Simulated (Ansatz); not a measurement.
# YbZn (Pm-3m): phonons and vibrational spectra, part 2 of 2

Aim: the vibrations of YbZn (Pm-3m), their spectra, and whether the structure is stable.

Ansatz 0.2.0; DFT PBEsol, scalar-relativistic, plane waves, PAW.

So far. Step 4 (Relaxing to small forces for the phonons): The forces vanish by symmetry and the pressure is -0.002 GPa, within the tolerances set. The cell now holds 21.40 Å³/atom. The relaxed cell has a = 3.498 Å (conventional setting).

## 5. Linear response at the zone centre

The zone centre comes first: it holds the modes that light can see, as far as symmetry allows. No field response is asked, since the mesh shows no gap.

The input, input.yaml:

```yaml
crystal:
  lattice:
    - [3.4979048314, 0.0, 0.0]
    - [0.0, 3.4979048314, 0.0]
    - [0.0, 0.0, 3.4979048314]
  atoms:
    - { symbol: Yb, position: [0.0, 0.0, 0.0] }
    - { symbol: Zn, position: [0.5, 0.5, 0.5] }
kpoints:
  mp_grid: { grid: [12, 12, 12] }
hamiltonian:
  xc: pbesol
scf:
  occupations: { method: methfessel_paxton, width: 0.2 }
output:
  eigenvalues: true
phonons:
  method: dfpt
```

Run with:

```
$ ansatz run input.yaml --threads 8 --pin off --max-ram 14336MiB --backend cpu --events-out ev --progress --plain --runs-dir out
```

Numbers of over 12 decimals in the logs are rounded to 6 here.

What it wrote:

```text
[...]
Crystal: 2 atoms, lattice volume = 42.798 Å³
Basis set: ecut = 420 eV, 847 PW (Γ), exchange–correlation on 48×48×48 points (8 copies of the dense FFT grid, shifted against one another)
Bands: 22, of which v1, the nominal top of the filled ones, is band 18 counted from 1 (17 counted from 0)
Symmetry: 48 space group operations
k-points: 196 of 1728 (irreducible under 8 space group operations, time reversal used)
[...]
SCF iter   1: F=—  HF=-16958.259195 eV  |F-HF|=—  |Δ(HF+E_count)|=         —  Δρ=5.11e-2  dr2=9.03e-1  ethr=3.10e-3  ⟨swp⟩=5.2  Hψ=19061  notcnv=0
[...]
SCF iter  14: F=-16958.012196 eV  HF=-16958.012196 eV  |F-HF|=3.64e-12  |Δ(HF+E_count)|=  3.64e-12  S|Δr|=    0.00e0  Δρ=3.36e-8  dr2=3.79e-13  ethr=1.00e-12  ⟨swp⟩=7.0  Hψ=23429  notcnv=0
SCF 1 converged in 14 iterations: F = -16958.012196 eV  dr2 = 3.79e-13
[...]
DFPT response loops at Γ: preconditioner auto → Kerker (q_TF=auto, 2.651 Å⁻¹) (partly filled bands, converged f_vac=0.000); β = 1.00, the filter's whole step (`scf.mixing.beta` (0.50) is not read by the response loops under this deck's `scf.mixing.preconditioner`; to damp them name `kerker` or `kerker_dos`, under which they read `scf.mixing.beta`, and type it under 1.00, their step now; both keys bind the ground state too); Broyden in place of MSR1
SCF converged after 14 iterations
[...]
Free energy (F): -16958.012196 eV
[...]
Internal energy: -16958.123640 eV  (E = F + TS)
E sigma→0 (E₀):  -16958.040057 eV
Entropy (-TS):   0.111443 eV (55.722 meV/atom)
Fermi energy:    12.683026 eV
[...]
--- Band table (eV; the first three rows and the last of 196) ---
  k-point 0: bands = [... 14 lower, 12.4349, 12.4349, 12.4853, 13.6911, 13.6911, 17.9565, 17.9565, 17.9565]
  k-point 1: bands = [... 14 lower, 12.4393, 12.4393, 12.4849, 13.6030, 13.7269, 17.4784, 17.4784, 17.6442]
  k-point 2: bands = [... 14 lower, 12.4533, 12.4533, 12.4836, 13.2026, 13.8279, 16.7543, 16.7543, 17.3498]
  k-point 195: bands = [... 14 lower, 12.4470, 12.4470, 12.4978, 12.4978, 12.4978, 13.3758, 18.5198, 18.5198]
--- Phonons (Γ-DFPT): 2 representative perturbations + reference, on 196 of 1728 k-points (Σ response iterations 6) ---
  k mesh reduced under 8 symmetry operations, with k and −k counted as one. Each operation leaves every solved perturbation unchanged. A smaller set is not used because it would not reduce the number of displacements times k-points to solve
  ASR residual: 9.520e-5 → 0.000e0 eV/Å²; symmetrization residual: 2.144e-7 eV/Å²
  ASR residual per site (eV/Å²): 9.52e-5 4.22e-5
  Γ frequencies (cm⁻¹): 0.00 0.00 0.00 138.18 138.18 138.18
  non-analytic LO–TO correction: not included (Born effective charges unavailable; polar crystals: no LO–TO splitting at Γ)
```

It took 3.4 s on 8 threads of AMD EPYC 9R45, shared host; peak memory 0.94 GiB; 21 s of CPU time.

This step gave:

```yaml
sum_rule_residual_before_enforcement: 9.52e-5 eV/Å²
point_group: m-3m
highest_optical_mode_at_the_zone_centre_no_lo_to_term: 138.2 cm⁻¹
lowest_optical_zone_centre_mode: 138.2 cm⁻¹
```

Patterns of degenerate modes are one choice out of their space. The modes at Γ (shares of kinetic energy by element, %):

```csv
mode,frequency (cm⁻¹),symmetry,Yb %,Zn %
1,0.0,acoustic,73,27
2,0.0,acoustic,73,27
3,0.0,acoustic,73,27
4,138.2,T1u,27,73
5,138.2,T1u,27,73
6,138.2,T1u,27,73
```

Displacements in mode 6 (138.2 cm⁻¹), the largest set to 1:
```
Yb1  0.00  0.00 -0.38
Zn2  0.00  0.00  1.00
```

Before it was imposed, the acoustic sum rule was missed by 9.5e-5 eV/Å². Small misses are needed for a sound result but don't prove that mesh and cutoff are converged. The lowest optical mode is real, 138 cm⁻¹.

## 6. Phonons on a q mesh

Stability and thermal properties need the whole zone. Linear response on a 4×4×4 q mesh gives force constants as far as a supercell of that size would.

Edit input.yaml of step 5 so:

```diff
@@ -18 +18,8 @@
   method: dfpt
+  qmesh: [4, 4, 4]
+  temperatures: { t_max: 1000, t_step: 50 }
+  qpath:
+    path:
+      - [[0.0, 0.0, 0.0], [0.0, 0.5, 0.0], [0.5, 0.5, 0.0], [0.0, 0.0, 0.0], [0.5, 0.5, 0.5], [0.0, 0.5, 0.0]]
+      - [[0.5, 0.5, 0.5], [0.5, 0.5, 0.0]]
+    npoints: 10
```

What it wrote:

```text
[...]
Crystal: 2 atoms, lattice volume = 42.798 Å³
Basis set: ecut = 420 eV, 847 PW (Γ), exchange–correlation on 48×48×48 points (8 copies of the dense FFT grid, shifted against one another)
Bands: 22, of which v1, the nominal top of the filled ones, is band 18 counted from 1 (17 counted from 0)
Symmetry: 48 space group operations
k-points: 84 of 1728
[...]
SCF iter   1: F=—  HF=-16958.259294 eV  |F-HF|=—  |Δ(HF+E_count)|=         —  Δρ=5.11e-2  dr2=9.03e-1  ethr=3.10e-3  ⟨swp⟩=5.1  Hψ=8107  notcnv=0
[...]
SCF iter  14: F=-16958.012196 eV  HF=-16958.012196 eV  |F-HF|=3.64e-12  |Δ(HF+E_count)|=  7.28e-12  S|Δr|=    0.00e0  Δρ=4.19e-8  dr2=6.40e-13  ethr=1.00e-12  ⟨swp⟩=6.9  Hψ=9959  notcnv=0
SCF 1 converged in 14 iterations: F = -16958.012196 eV  dr2 = 6.40e-13
[...]
SCF iter  10: F=-16958.012196 eV  HF=-16958.012196 eV  |F-HF|=7.28e-12  |Δ(HF+E_count)|=    0.00e0  S|Δr|=    0.00e0  Δρ=1.28e-8  dr2=9.92e-14  ethr=1.00e-12  ⟨swp⟩=2.1  Hψ=4623  notcnv=0
SCF 2 converged in 10 iterations: F = -16958.012196 eV  dr2 = 9.92e-14
phonons: the bands overlap, so this run is a metal and interpolates without the dipole-dipole term. If the crystal is really an insulator or semiconductor, its LO-TO splitting is missing
NSCF: frozen V_eff on 84 k-points
[...]
DFPT response loops at q = (0, 0, 0) (fractional): preconditioner auto → Kerker (q_TF=auto, 2.651 Å⁻¹) (partly filled bands, converged f_vac=0.000); β = 1.00, the filter's whole step (`scf.mixing.beta` (0.50) is not read by the response loops under this deck's `scf.mixing.preconditioner`; to damp them name `kerker` or `kerker_dos`, under which they read `scf.mixing.beta`, and type it under 1.00, their step now; both keys bind the ground state too); Broyden in place of MSR1
[...]
SCF converged after 14 iterations
[...]
Free energy (F): -16958.012196 eV
[...]
Internal energy: -16958.123640 eV  (E = F + TS)
E sigma→0 (E₀):  -16958.040057 eV
Entropy (-TS):   0.111443 eV (55.722 meV/atom)
Fermi energy:    12.683026 eV
[...]
--- Band table (eV; the first three rows and the last of 84) ---
  k-point 0: bands = [... 14 lower, 12.4349, 12.4349, 12.4853, 13.6911, 13.6911, 17.9565, 17.9565, 17.9565]
  k-point 1: bands = [... 14 lower, 12.4393, 12.4393, 12.4849, 13.6030, 13.7269, 17.4784, 17.4784, 17.6442]
  k-point 2: bands = [... 14 lower, 12.4533, 12.4533, 12.4836, 13.2026, 13.8279, 16.7543, 16.7543, 17.3498]
  k-point 83: bands = [... 14 lower, 12.4470, 12.4470, 12.4978, 12.4978, 12.4978, 13.3758, 18.5198, 18.5198]
--- Phonons (Γ-DFPT): 2 representative perturbations + reference (Σ response iterations 6) ---
  ASR residual: 6.118e-5 → 0.000e0 eV/Å²; symmetrization residual: 2.457e-6 eV/Å²
  ASR residual per site (eV/Å²): 6.12e-5 3.94e-5
  Γ frequencies (cm⁻¹): 0.00 0.00 0.00 138.19 138.19 138.19
--- Phonons (arbitrary-q DFPT): 10 irreducible q on the 4×4×4 mesh ---
  q = [0.0000, 0.0000, 0.0000] (star 1, of the zone-centre solve; hermiticity 1.48e-6, symmetrization 1.13e-11): -0.00 -0.00 0.00 138.19 138.19 138.19
  q = [0.0000, 0.0000, 0.2500] (star 6, 4 solved perturbations in 1848 linear systems a pass and spin channel, the states on 588 of 1728 k-point pairs; hermiticity 3.07e-6, symmetrization 7.28e-12): 50.35 50.35 62.63 128.94 132.72 132.72
[...]
q = [0.0000, 0.2500, -0.5000] (star 12, 6 solved perturbations on 588 of 1728 k-point pairs; hermiticity 2.34e-6, symmetrization 2.85e-8): 54.18 70.63 74.12 121.76 125.22 128.46
[...]
sum rule: each row above includes the acoustic sum rule's correction from the zone centre's row sums; it moved no ω² by more than (0.40 cm⁻¹)²
  mesh force constants: q→R imaginary residual 2.32e-18; ASR residual 6.118e-5 → 0.000e0 eV/Å²; symmetrization residual 3.997e-15 eV/Å²
  interpolated dispersion: 62 rows × 6 modes
  density of states and harmonic sums: on the 20×20×20 q-mesh, interpolated from the force constants of a 4×4×4 supercell (no non-analytic term)
  largest difference from the sums on the solved wave vectors: F 1.45e-2 eV, S 1.85e-5 and C_V 4.01e-6 eV/K
  zero-point energy: 0.035540 eV/cell   skipped modes (ω ≤ 0): 3   left out of the sums: 6.25e-5 of the cell's modes: C_V's classical limit lies that fraction below 3 k_B per atom; for a crystal, a wire or a layer, F and S can be off by more, and a phonons.interpolated_qmesh denser along its periods is the remedy for the sampling
```

Elapsed: 85 s, on 8 threads; peak memory 2.7 GiB; 10 min of CPU time.

This step gave:

- sum-rule residual before enforcement: 6.12e-5 eV/Å²
- lowest frequency on the path: 0 cm⁻¹
- highest frequency on the path or at a solved wavevector: 138.2 cm⁻¹
- mean frequency: 95.6 cm⁻¹
- Debye temperature (second moment): 187 K
- logarithmic mean frequency: 89.5 cm⁻¹
- lowest mode on the q mesh (acoustic modes at Γ apart): 39.42 cm⁻¹
- zero-point energy per atom: 17.77 meV
- heat capacity at 300 K: 24.46 J/(mol atoms K)
- vibrational entropy at 300 K: 46.29 J/(mol atoms K)

Frequencies (cm⁻¹) solved at each irreducible wavevector; negative means imaginary. Frequencies by wavevector, by row:

```csv
q in reciprocal lattice units,star,mode 1,mode 2,mode 3,mode 4,mode 5,mode 6
0 0 0,1,0,0,0,138.2,138.2,138.2
0 0 0.25,6,50.4,50.4,62.6,128.9,132.7,132.7
0 0 -0.5,3,75.9,75.9,96.6,103.5,124,124
0 0.25 0.25,12,39.4,62,88.5,115.7,129.1,135.1
0 0.25 -0.5,12,54.2,70.6,74.1,121.8,125.2,128.5
0 -0.5 -0.5,3,45.1,45.1,65,125.4,128.3,128.3
0.25 0.25 0.25,8,65.2,65.2,76.5,121.6,128.6,128.6
0.25 0.25 -0.5,12,50.5,77,89.3,117.5,119.2,127.6
0.25 -0.5 -0.5,6,69.3,69.3,83.3,117,120.4,120.4
-0.5 -0.5 -0.5,1,99.7,99.7,99.7,101.3,101.3,101.3
```

Interpolated from a 4×4×4 q mesh. The phonon branches at the labelled points (cm⁻¹):

```csv
point,branch 1,branch 2,branch 3,branch 4,branch 5,branch 6
Γ,0,0,0,138,138,138
halfway,50,50,63,129,133,133
X,76,76,97,104,124,124
halfway,54,71,74,122,125,128
M,45,45,65,125,128,128
halfway,39,62,88,116,129,135
Γ,0,0,0,138,138,138
halfway,65,65,76,122,129,129
R,100,100,100,101,101,101
halfway,50,77,89,118,119,128
X,76,76,97,104,124,124
jump to R,100,100,100,101,101,101
halfway,69,69,83,117,120,120
M,45,45,65,125,128,128
```

The phonon branches as a text plot (rows in cm⁻¹):

```
    135 |****              *************
    130 |   ***   **************    *   *           ****       **
    124 |    * ************   *      ** ***        *  ****    ***
    118 |     *    *       ***         *   **     *****     **
    112 |         *                         *    ***   *   **
    107 |      * *                           *  ***     * **
    101 |       *                             ****       **
     95 |      ***                           *  * **    ****
     89 |         *          *              **   *  *  *    *
     83 |          *       **          *   *     **  **    * *
     78 |     * **            *      ** *** *      *** ***  *
     72 |    * * ***      *              ***      *     *    **
     66 |     *   * *********  *        *                      **
     60 |   **     * *   *   *                     *   *
     55 |             *       *     *  *              *       *
     49 |   *       *** *                           **         **
     43 |  *           ******  **    **
     37 |                    *
     32 |  *                  * *  *
     26 | *                    *    *
     20 | *                     **
     14 |*                       * *
      9 |*                       *
      3 |                         *
         Γ      X      M          Γ            R        X|R     M
```

Tetrahedra on a 20×20×20 mesh, mean over bins of 2 cm-1. Interpolated from a 4×4×4 q mesh. The phonon density of states by wavenumber; read off at these points:

wavenumber (cm⁻¹), phonon density of states (1/cm⁻¹/cell) and a bar:
```
      1.0      0.000 
      5.0      0.000 
      9.0      0.000 
     13.0      0.001 
     15.0      0.001 
     19.0      0.002 
     23.0      0.003 
     27.0      0.004 #
     31.0      0.006 #
     35.0      0.009 #
     39.0      0.012 ##
     43.0      0.019 ###
     45.0      0.029 ####
     49.0      0.086 #############
     53.0      0.052 ########
     57.0      0.043 ######
     61.0      0.043 ######
     65.0      0.056 ########
     69.0      0.071 ###########
     71.0      0.065 ##########
     75.0      0.069 ##########
     79.0      0.055 ########
     83.0      0.081 ############
     87.0      0.060 #########
     91.0      0.021 ###
     95.0      0.009 #
     97.0      0.005 #
    101.0      0.001 
    105.0      0.004 #
    109.0      0.013 ##
    113.0      0.033 #####
    117.0      0.101 ###############
    119.0      0.151 #######################
    121.0      0.124 ##################
    125.0      0.202 ##############################
    127.0      0.171 #########################
    129.0      0.193 #############################
    131.0      0.109 ################
    135.0      0.062 #########
    139.0      0.002
```

The partial phonon density of states has structure finer than the step of the table below, so its rows give means over 5 cm⁻¹, whole bins alone (the curve runs from -10 to 152 cm⁻¹). Peaks (cm⁻¹: height): Yb 50.2: 0.0464, 68.6: 0.0593, 82.9: 0.0618, 127.8: 0.0411; Zn 49.2: 0.0237, 125.8: 0.142.

Phonopy on the run's constants, 17x17x17 mesh, Gaussian sigma 2.0 cm-1. Interpolated from a 4×4×4 q mesh. Partial phonon density of states against wavenumber; means over each step; values in 1/cm⁻¹/cell:

```csv
wavenumber (cm⁻¹),Yb,Zn
-5,8.6e-6,4.2e-6
0,6.8e-5,2.5e-5
5,2.3e-5,8.4e-6
10,4.1e-4,1.5e-4
15,8.8e-4,3.3e-4
20,0.00158,6.0e-4
25,0.00261,9.7e-4
30,0.00434,0.00165
35,0.00598,0.00229
40,0.0108,0.00437
45,0.0242,0.0125
50,0.0436,0.0222
55,0.0328,0.0151
60,0.0313,0.0126
65,0.0464,0.0127
70,0.0557,0.0125
75,0.0527,0.0125
80,0.0532,0.0110
85,0.0561,0.00822
90,0.0311,0.00378
95,0.00923,0.00126
100,0.00199,9.7e-4
105,0.00117,0.00457
110,0.00394,0.0160
115,0.0127,0.0553
120,0.0271,0.0997
125,0.0339,0.131
130,0.0358,0.104
135,0.0171,0.0451
140,0.00326,0.00852
145,3.8e-5,9.6e-5
```

Second derivatives of the energy by pair, one row for each kind of neighbour of each atom listed. Each entry sums the pair over the periodic images of the supercell that the q mesh stands for, and in a polar crystal it holds the long-range dipole part too. Force constants by pair, by row:

```csv
atom,neighbour,distance (Å),third of the trace (eV/Å²),along the pair's line (eV/Å²)
Yb1,itself,0,4.658,–
Yb1,Zn,3.029,-0.3946,-1.131
Yb1,Yb,3.498,-0.1967,-0.6327
Yb1,Yb,4.947,0.022,0.0627
Yb1,Zn,5.801,-0.0106,-0.0308
Yb1,Yb,6.059,-0.0392,-0.1232
Yb1,Yb,6.996,-0.0124,-0.0344
Zn2,itself,0,3.107,–
Zn2,Yb,3.029,-0.3946,-1.131
Zn2,Zn,3.498,0.0888,0.3048
Zn2,Zn,4.947,-0.012,-0.0229
Zn2,Yb,5.801,-0.0106,-0.0308
Zn2,Zn,6.059,-0.0095,-0.0314
Zn2,Zn,6.996,-0.032,-0.0772
```

Harmonic thermodynamic functions per atom, from the density of states. Interpolated from a 4×4×4 q mesh. Thermodynamic functions, by row:

```csv
T (K),F_vib (meV/atom),S (J/mol-atom/K),C_V (J/mol-atom/K)
0,17.77,0,0
50,16.38,8.251,13.93
100,8.73,20.69,21.12
200,-21.68,36.48,23.89
300,-64.89,46.29,24.46
400,-116.7,53.36,24.67
500,-175,58.88,24.77
600,-238.4,63.4,24.82
700,-306.2,67.23,24.85
800,-377.6,70.55,24.87
900,-452.3,73.48,24.89
1000,-529.8,76.1,24.9
```

Harmonic mean-square displacement, third of the trace. Interpolated from a 4×4×4 q mesh. Mean square displacements, by row:

```csv
T (K),Yb1 U_eq (Å²),Zn2 U_eq (Å²)
0,0.00137,0.00263
100,0.00342,0.00519
300,0.00965,0.01399
600,0.01918,0.02768
```

Symmetry leaves 10 wavevectors to solve. The lowest mode among them, the acoustic zeros apart, lies at q = (0, 0.25, 0.25) and is real, 39.4 cm⁻¹.

## 7. Outcome

- space group after relaxation (within 0.01 Å): Pm-3m
- volume per atom: 21.4 Å³
- electronic character: no gap on this mesh
- highest optical mode at the zone centre (no LO-TO term): 138 cm⁻¹
- lowest optical zone-centre mode: 138 cm⁻¹
- lowest mode on the q mesh (acoustic modes at Γ apart): 39.4 cm⁻¹
- highest frequency on the path or at a solved wavevector: 138 cm⁻¹
- zero-point energy per atom: 17.8 meV
- heat capacity at 300 K: 24.5 J/(mol atoms K)
- vibrational entropy at 300 K: 46.3 J/(mol atoms K)
- Debye temperature (second moment): 187 K
- imaginary modes on the 4×4×4 q mesh: none

The structure is a minimum as far as tested: no mode is imaginary at the 10 irreducible wavevectors of the 4×4×4 mesh, and the softest away from the acoustic zeros lies at 39 cm⁻¹. The optical modes at Γ form one degenerate level at 138 cm⁻¹. The highest mode in this list at Γ, 138.2 cm⁻¹, is mostly motion of Zn (73 % of the kinetic energy). With no gap, or one that is small against the smearing, the frequencies hang on the k mesh and the smearing, most of all near Kohn anomalies. The phonon runs are without spin polarisation, although Yb often carries a moment. The 4f shell is treated without a U, so valence and screening may be off. Spin-orbit coupling is left out, which can matter for the heavy elements here. These are harmonic frequencies at zero temperature: anharmonic shifts, linewidths and thermal expansion are left out.

[Logs are printed without paths, hosts, clocks, repeated set-up lines and the standing remarks that a program may print on its own settings, such as how far it seeks lower states.]

[Hosts, paths, dates, database ids (printed as entryN), source tags and the programs' standing remarks are cut or masked in the printed files.]
